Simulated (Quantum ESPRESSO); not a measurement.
# AlRu (Pm-3m): from the cell to the phonon bands, part 2 of 4

How does AlRu (Pm-3m) vibrate, and is this structure a minimum?

Quantum ESPRESSO 7.5; DFT PBE, scalar-relativistic, plane waves, GBRV ultrasoft pseudopotentials.

So far. Step 2 (A first look): No gap opens on this mesh, so smearing is kept; the start stands at 2.7 GPa. Step 4 (Ground state): The cell stands at 0.017 GPa, close enough for phonons. The relaxed cell has a = 3.003 Å (conventional setting).

### 7. Phonons on a q mesh

Linear response treats each wavevector in the unit cell, with no supercell; the 3×3×3 mesh fixes the range of the force constants to be had. The change of the potential is kept for the electron-phonon matrix elements.

The input, ph.in:

```
phonons
&INPUTPH
  prefix          = 'x'
  outdir          = './tmp'
  fildyn          = 'x.dyn'
  tr2_ph          = 1.0d-18
  alpha_mix(1)    = 0.4
  nmix_ph         = 8
  ldisp           = .true.
  nq1             = 3
  nq2             = 3
  nq3             = 3
  electron_phonon = 'interpolated'
  fildvscf        = 'dvscf'
  el_ph_sigma     = 0.005
  el_ph_nsigma    = 10
/
```

Command:

```console
OMP_NUM_THREADS=1 mpirun -n 4 ph.x -nk 4 -in ph.in > ph.out
```

The log of the run:

```text
[banners, grids, parts of the stress and lines that vanish by symmetry left out]
[banner, memory and clock lines left out]
Program PHONON v.7.5

     ./tmp/x.save/

     IMPORTANT: XC functional enforced from input :
     Exchange-correlation= PBE
                           (   1   4   3   4   0   0   0)
     Any further DFT definition will be discarded
     Please, verify this is what you really want

     G-vector sticks info

     negative rho (up, down):  6.132E-02 0.000E+00
     Reading collected, re-writing distributed wavefunctions in ./tmp/

     Dynamical matrices for ( 3, 3, 3)  uniform grid of q-points
     (   4 q-points):
       N         xq(1)         xq(2)         xq(3)
       1   0.000000000   0.000000000   0.000000000
       2   0.000000000   0.000000000   0.333333333
       3   0.000000000   0.333333333   0.333333333
       4   0.333333333   0.333333333   0.333333333

     Number and degeneracy of irreps per q-point
       N         xq(1)         xq(2)         xq(3)   N irreps
       1   0.000000000   0.000000000   0.000000000       2
        3   3
       2   0.000000000   0.000000000   0.333333333       4
[...]
3   0.000000000   0.333333333   0.333333333       6
     No degeneracy
       4   0.333333333   0.333333333   0.333333333       4
[...]
Saving dvscf to file. Distribute only q points, not irreducible representations.

     Calculation of q =    0.0000000   0.0000000   0.0000000

     phonons

     bravais-lattice index     =            0
     lattice parameter (alat)  =       5.6739  a.u.
     unit-cell volume          =     182.6612 (a.u.)^3
     number of atoms/cell      =            2
     number of atomic types    =            2
     kinetic-energy cut-off    =      40.0000  Ry
     charge density cut-off    =     240.0000  Ry
     convergence threshold     =      1.0E-18
     beta                      =       0.4000
     number of iterations used =            8
     Exchange-correlation= PBE
                           (   1   4   3   4   0   0   0)

     celldm(1)=    5.67391  celldm(2)=    0.00000  celldm(3)=    0.00000
     celldm(4)=    0.00000  celldm(5)=    0.00000  celldm(6)=    0.00000

     crystal axes: (cart. coord. in units of alat)
               a(1) = (  1.0000  0.0000  0.0000 )
               a(2) = (  0.0000  1.0000  0.0000 )
               a(3) = (  0.0000  0.0000  1.0000 )

     reciprocal axes: (cart. coord. in units 2 pi/alat)
               b(1) = (  1.0000  0.0000  0.0000 )
               b(2) = (  0.0000  1.0000  0.0000 )
               b(3) = (  0.0000  0.0000  1.0000 )

     Atoms inside the unit cell:

     Cartesian axes

     site n.  atom      mass           positions (alat units)
        1  Al     26.9815   tau(    1) = (    0.00000    0.00000    0.00000  )
        2  Ru    101.0700   tau(    2) = (    0.50000    0.50000    0.50000  )

     Computing dynamical matrix for
                    q = (   0.0000000   0.0000000   0.0000000 )

     49 Sym.Ops. (with q -> -q+G )

     G cutoff =  195.7112  (  11459 G-vectors)     FFT grid: ( 27, 27, 27)
     G cutoff =  130.4741  (   6235 G-vectors)  smooth grid: ( 24, 24, 24)

     number of k points=    84  Marzari-Vanderbilt smearing, width (Ry)=  0.0200

     PseudoPot. # 1 for Al read from file:
     ./pseudo/Al.upf
     Pseudo is Ultrasoft + core correction, Zval =  3.0

     PseudoPot. # 2 for Ru read from file:
     ./pseudo/Ru.upf
     Pseudo is Ultrasoft + core correction, Zval = 16.0

     Mode symmetry, O_h (m-3m)  point group:

     Atomic displacements:
     There are    2 irreducible representations

     Representation     1      3 modes -  To be done

     Representation     2      3 modes -  To be done

     Alpha used in Ewald sum =   2.4000

     negative rho (up, down):  6.132E-02 0.000E+00

     Representation #   1 modes #   1   2   3

     Self-consistent Calculation
      iter #   1   av.it.:   8.0
      thresh= 1.000E-02 alpha_mix =  0.400 |ddv_scf|^2 =  1.883E-05
      iter #   2   av.it.:  11.4
      thresh= 4.339E-04 alpha_mix =  0.400 |ddv_scf|^2 =  8.049E-07
      iter #   3   av.it.:  11.8
      thresh= 8.971E-05 alpha_mix =  0.400 |ddv_scf|^2 =  2.142E-08
      iter #   4   av.it.:  12.4
      thresh= 1.463E-05 alpha_mix =  0.400 |ddv_scf|^2 =  1.797E-10
[...]
End of self-consistent calculation

     Convergence has been achieved

     Representation #   2 modes #   4   5   6

     Self-consistent Calculation
[...]
End of self-consistent calculation

     Convergence has been achieved

     Number of q in the star =    1
     List of q in the star:
[...]
Diagonalizing the dynamical matrix

     q = (    0.000000000   0.000000000   0.000000000 )

 **************************************************************************
     freq (    1) =       0.168738 [THz] =       5.628489 [cm-1]
     freq (    2) =       0.168738 [THz] =       5.628489 [cm-1]
     freq (    3) =       0.168738 [THz] =       5.628489 [cm-1]
     freq (    4) =       9.291007 [THz] =     309.914635 [cm-1]
     freq (    5) =       9.291007 [THz] =     309.914635 [cm-1]
     freq (    6) =       9.291007 [THz] =     309.914635 [cm-1]
 **************************************************************************

     Mode symmetry, O_h (m-3m)  point group:

     freq (   1-   3) =          5.6  [cm-1]   --> T_1u G_15  G_4- I
     freq (   4-   6) =        309.9  [cm-1]   --> T_1u G_15  G_4- I
     Electron-phonon interaction  ...

     [... narrower broadenings left out ...]
     Gaussian Broadening:   0.020 Ry, ngauss=   0
     DOS = 10.764139 states/spin/Ry/Unit Cell at Ef= 16.016608 eV
     lambda(    1)=  0.0000   gamma=    0.01 GHz
     lambda(    2)=  0.0000   gamma=    0.01 GHz
     lambda(    3)=  0.0000   gamma=    0.01 GHz
     lambda(    4)=  0.0007   gamma=    0.59 GHz
     lambda(    5)=  0.0007   gamma=    0.58 GHz
     lambda(    6)=  0.0007   gamma=    0.59 GHz
     [... wider broadenings left out ...]

     Number of q in the star =    1
     List of q in the star:
[...]
Calculation of q =    0.0000000   0.0000000   0.3333333
     [... set-up and bands at k+q left out ...]

     Mode symmetry, C_4v (4mm)  point group:

     Atomic displacements:
     There are    4 irreducible representations

     Representation     1      1 modes -  To be done

     Representation     2      1 modes -  To be done

[...]
Message from routine init_vloc:
     Interpolation table for Vloc re-allocated

     Alpha used in Ewald sum =   2.4000

     negative rho (up, down):  6.132E-02 0.000E+00

     Representation #   1 mode #   1

     Self-consistent Calculation

[...]
[... iterations left out ...]
[...]
End of self-consistent calculation

     Convergence has been achieved

     Representation #   2 mode #   2

     Self-consistent Calculation

[...]
[... iterations left out ...]
[...]
End of self-consistent calculation

     Convergence has been achieved

     Representation #   3 modes #   3   4

[...]
[... iterations left out ...]
[...]
Convergence has been achieved

     Representation #   4 modes #   5   6

[...]
[... iterations left out ...]
[...]
Convergence has been achieved

     Number of q in the star =    6
     List of q in the star:
[...]
Diagonalizing the dynamical matrix

     q = (    0.000000000   0.000000000   0.333333333 )

 **************************************************************************
     freq (    1) =       4.029682 [THz] =     134.415712 [cm-1]
     freq (    2) =       4.029682 [THz] =     134.415712 [cm-1]
     freq (    3) =       5.357576 [THz] =     178.709494 [cm-1]
     freq (    4) =       8.795137 [THz] =     293.374176 [cm-1]
     freq (    5) =       8.795137 [THz] =     293.374176 [cm-1]
     freq (    6) =       9.692699 [THz] =     323.313640 [cm-1]
 **************************************************************************

     Mode symmetry, C_4v (4mm)  point group:

     freq (   1-   2) =        134.4  [cm-1]   --> E    G_5 D_5
     freq (   3-   3) =        178.7  [cm-1]   --> A_1  G_1 D_1
     freq (   4-   5) =        293.4  [cm-1]   --> E    G_5 D_5
     freq (   6-   6) =        323.3  [cm-1]   --> A_1  G_1 D_1
     Electron-phonon interaction  ...

     [... narrower broadenings left out ...]
     Gaussian Broadening:   0.020 Ry, ngauss=   0
     DOS = 10.764139 states/spin/Ry/Unit Cell at Ef= 16.016608 eV
     lambda(    1)=  0.0210   gamma=    3.50 GHz
     lambda(    2)=  0.0210   gamma=    3.50 GHz
     lambda(    3)=  0.0527   gamma=   15.55 GHz
     lambda(    4)=  0.0145   gamma=   11.54 GHz
     lambda(    5)=  0.0145   gamma=   11.55 GHz
     lambda(    6)=  0.1094   gamma=  105.65 GHz
     [... wider broadenings left out ...]

     Number of q in the star =    6
     List of q in the star:
[...]
Calculation of q =    0.0000000   0.3333333   0.3333333
     [... set-up and bands at k+q left out ...]

     Mode symmetry, C_2v (mm2)  point group:

     Atomic displacements:
     There are    6 irreducible representations

[...]
Alpha used in Ewald sum =   2.4000

     negative rho (up, down):  6.132E-02 0.000E+00

     Representation #   1 mode #   1

[...]
Convergence has been achieved

     Representation #   2 mode #   2

[...]
Convergence has been achieved

[...]
Convergence has been achieved

[...]
Convergence has been achieved

[...]
Convergence has been achieved

[...]
Convergence has been achieved

     Number of q in the star =   12
     List of q in the star:
[...]
Diagonalizing the dynamical matrix

     q = (    0.000000000   0.333333333   0.333333333 )

 **************************************************************************
     freq (    1) =       2.972162 [THz] =      99.140637 [cm-1]
     freq (    2) =       4.911364 [THz] =     163.825479 [cm-1]
     freq (    3) =       5.010988 [THz] =     167.148574 [cm-1]
     freq (    4) =       8.443015 [THz] =     281.628680 [cm-1]
     freq (    5) =       9.845173 [THz] =     328.399635 [cm-1]
     freq (    6) =      10.027888 [THz] =     334.494325 [cm-1]
 **************************************************************************

     Mode symmetry, C_2v (mm2)  point group:

     freq (   1-   1) =         99.1  [cm-1]   --> B_2  D_4  S_4
     freq (   2-   2) =        163.8  [cm-1]   --> A_1  D_1  S_1
     freq (   3-   3) =        167.1  [cm-1]   --> B_1  D_3  S_3
     freq (   4-   4) =        281.6  [cm-1]   --> B_1  D_3  S_3
     freq (   5-   5) =        328.4  [cm-1]   --> A_1  D_1  S_1
     freq (   6-   6) =        334.5  [cm-1]   --> B_2  D_4  S_4
     Electron-phonon interaction  ...

     [... narrower broadenings left out ...]
     Gaussian Broadening:   0.020 Ry, ngauss=   0
     DOS = 10.764139 states/spin/Ry/Unit Cell at Ef= 16.016608 eV
     lambda(    1)=  0.2002   gamma=   18.18 GHz
     lambda(    2)=  0.0914   gamma=   22.67 GHz
     lambda(    3)=  0.0207   gamma=    5.35 GHz
     lambda(    4)=  0.0086   gamma=    6.34 GHz
     lambda(    5)=  0.0176   gamma=   17.50 GHz
     lambda(    6)=  0.0053   gamma=    5.52 GHz
     [... wider broadenings left out ...]

     Number of q in the star =   12
     List of q in the star:
[...]
Calculation of q =    0.3333333   0.3333333   0.3333333
     [... set-up and bands at k+q left out ...]

     Mode symmetry, C_3v (3m)   point group:

     Atomic displacements:
     There are    4 irreducible representations

[...]
Representation     3      2 modes -  To be done

     Representation     4      2 modes -  To be done

     Alpha used in Ewald sum =   2.4000

     negative rho (up, down):  6.132E-02 0.000E+00

     Representation #   1 mode #   1

[...]
Convergence has been achieved

     Representation #   2 mode #   2

[...]
Convergence has been achieved

     Representation #   3 modes #   3   4

     Self-consistent Calculation

[...]
[... iterations left out ...]
[...]
End of self-consistent calculation

     Convergence has been achieved

     Representation #   4 modes #   5   6

     Self-consistent Calculation

      iter #   1   av.it.:   5.2
      thresh= 1.000E-02 alpha_mix =  0.400 |ddv_scf|^2 =  4.993E-07

      [... iterations left out ...]
      iter #  10   av.it.:  13.5
      thresh= 1.325E-10 alpha_mix =  0.400 |ddv_scf|^2 =  1.510E-19

     End of self-consistent calculation

     Convergence has been achieved

     Number of q in the star =    8
     List of q in the star:
[...]
Diagonalizing the dynamical matrix

     q = (    0.333333333   0.333333333   0.333333333 )

 **************************************************************************
     freq (    1) =       4.695922 [THz] =     156.639091 [cm-1]
     freq (    2) =       4.835931 [THz] =     161.309294 [cm-1]
     freq (    3) =       4.835931 [THz] =     161.309294 [cm-1]
     freq (    4) =       9.739948 [THz] =     324.889691 [cm-1]
     freq (    5) =       9.739948 [THz] =     324.889691 [cm-1]
     freq (    6) =       9.883614 [THz] =     329.681887 [cm-1]
 **************************************************************************

     Mode symmetry, C_3v (3m)   point group:

     freq (   1-   1) =        156.6  [cm-1]   --> A_1  L_1
     freq (   2-   3) =        161.3  [cm-1]   --> E    L_3
     freq (   4-   5) =        324.9  [cm-1]   --> E    L_3
     freq (   6-   6) =        329.7  [cm-1]   --> A_1  L_1
     Electron-phonon interaction  ...

     [... narrower broadenings left out ...]
     Gaussian Broadening:   0.020 Ry, ngauss=   0
     DOS = 10.764139 states/spin/Ry/Unit Cell at Ef= 16.016608 eV
     lambda(    1)=  0.1211   gamma=   27.46 GHz
     lambda(    2)=  0.0970   gamma=   23.31 GHz
     lambda(    3)=  0.0969   gamma=   23.29 GHz
     lambda(    4)=  0.0086   gamma=    8.35 GHz
     lambda(    5)=  0.0085   gamma=    8.30 GHz
     lambda(    6)=  0.0068   gamma=    6.83 GHz
     [... wider broadenings left out ...]

     Number of q in the star =    8
     List of q in the star:
[...]
7  -0.333333333   0.333333333  -0.333333333
          8   0.333333333  -0.333333333  -0.333333333


[key lines of the parts left out:]
the Fermi energy is    15.9676 ev
```

Wall time 20 min (4 MPI ranks of Intel Xeon Platinum 8259CL at 2.50GHz (Skylake/Cascade Lake), shared host).

Read from the output:

| Quantity | Value |
| --- | --- |
| largest acoustic frequency at the zone centre before the sum rule | 5.63 cm⁻¹ |
| highest optical zone-centre mode (no LO-TO term) | 309.9 cm⁻¹ |
| lowest optical zone-centre mode | 309.9 cm⁻¹ |
| lowest mode on the q mesh (acoustic ones at the zone centre apart) | 99.14 cm⁻¹ |

Frequencies (cm⁻¹) at each irreducible wavevector; negative means imaginary. Frequencies by wavevector:

| q (fractions) | star | mode 1 | mode 2 | mode 3 | mode 4 | mode 5 | mode 6 |
| --- | --- | --- | --- | --- | --- | --- | --- |
| 0 0 0 | 1 | 5.63 | 5.63 | 5.63 | 309.9 | 309.9 | 309.9 |
| 0 0 0.3333 | 6 | 134.4 | 134.4 | 178.7 | 293.4 | 293.4 | 323.3 |
| 0 0.3333 0.3333 | 12 | 99.14 | 163.8 | 167.2 | 281.6 | 328.4 | 334.5 |
| 0.3333 0.3333 0.3333 | 8 | 156.6 | 161.3 | 161.3 | 324.9 | 324.9 | 329.7 |

Couplings of single modes at a Gaussian broadening of 0.02 Ry, as ph.x prints them; it sets λ to zero for modes under 20 cm⁻¹. Mode couplings:

| q (fractions) | mode | frequency (cm⁻¹) | λ | linewidth γ (GHz) |
| --- | --- | --- | --- | --- |
| 0 0 0.3333 | 1 | 134.4 | 0.021 | 3.5 |
| 0 0 0.3333 | 2 | 134.4 | 0.021 | 3.5 |
| 0 0 0.3333 | 3 | 178.7 | 0.0527 | 15.55 |
| 0 0 0.3333 | 4 | 293.4 | 0.0145 | 11.54 |
| 0 0 0.3333 | 5 | 293.4 | 0.0145 | 11.55 |
| 0 0 0.3333 | 6 | 323.3 | 0.1094 | 105.7 |
| 0 0.3333 0.3333 | 1 | 99.14 | 0.2002 | 18.18 |
| 0 0.3333 0.3333 | 2 | 163.8 | 0.0914 | 22.67 |
| 0 0.3333 0.3333 | 3 | 167.2 | 0.0207 | 5.35 |
| 0 0.3333 0.3333 | 4 | 281.6 | 0.0086 | 6.34 |
| 0 0.3333 0.3333 | 5 | 328.4 | 0.0176 | 17.5 |
| 0 0.3333 0.3333 | 6 | 334.5 | 0.0053 | 5.52 |
| 0.3333 0.3333 0.3333 | 1 | 156.6 | 0.1211 | 27.46 |
| 0.3333 0.3333 0.3333 | 2 | 161.3 | 0.097 | 23.31 |
| 0.3333 0.3333 0.3333 | 3 | 161.3 | 0.0969 | 23.29 |
| 0.3333 0.3333 0.3333 | 4 | 324.9 | 0.0086 | 8.35 |
| 0.3333 0.3333 0.3333 | 5 | 324.9 | 0.0085 | 8.3 |
| 0.3333 0.3333 0.3333 | 6 | 329.7 | 0.0068 | 6.83 |

The acoustic modes at Γ come out as far as 5.6 cm⁻¹ from zero, where they should vanish, a small numerical error.

### 8. Fourier transform to real space

The dynamical matrices of the mesh are Fourier-transformed to force constants in real space.

The input, q2r.in:

```
&INPUT
  fildyn = 'x.dyn'
  zasr   = 'crystal'
  flfrc  = 'x.fc'
  la2F   = .true.
/
```

Command:

```console
q2r.x < q2r.in > q2r.out
```

The log of the run:

```text
[banners, grids, parts of the stress and lines that vanish by symmetry left out]
[banner, memory and clock lines left out]
Program Q2R v.7.5

  reading grid info from file x.dyn0

  reading force constants from file x.dyn1
  Dielectric Tensor not found
  nqs=            1
 q=   0.00000000  0.00000000  0.00000000
  reading force constants from file x.dyn2
  nqs=            6
 q=   0.00000000  0.00000000  0.33333333
[...]
reading force constants from file x.dyn3
  nqs=           12
[...]
reading force constants from file x.dyn4
  nqs=            8
[...]
q=  -0.33333333  0.33333333 -0.33333333
 q=   0.33333333 -0.33333333 -0.33333333

      q-space grid ok, #points =   27

      fft-check success (sum of imaginary terms < 10^-12)

   Preparing gamma for a2F

 Broadening =      0.005
      q-space grid ok, #points =   27

      fft-check success (sum of imaginary terms < 10^-12)

 Broadening =      0.010
[...]
Broadening =      0.045
      q-space grid ok, #points =   27

      fft-check success (sum of imaginary terms < 10^-12)

 Broadening =      0.050
      q-space grid ok, #points =   27

      fft-check success (sum of imaginary terms < 10^-12)
```

Run time: 0.73 s. Hardware: 1 thread.

(Part 2 of 4 ends here.)

[Host names and launcher messages were left out of these logs when they were recorded.]

[Logs are printed without paths, hosts, clocks, repeated set-up lines and the standing remarks that a program may print on its own settings, such as how far it seeks lower states.]

[Hosts, paths, dates, database ids (printed as entryN), source tags and the programs' standing remarks are cut or masked in the printed files.]
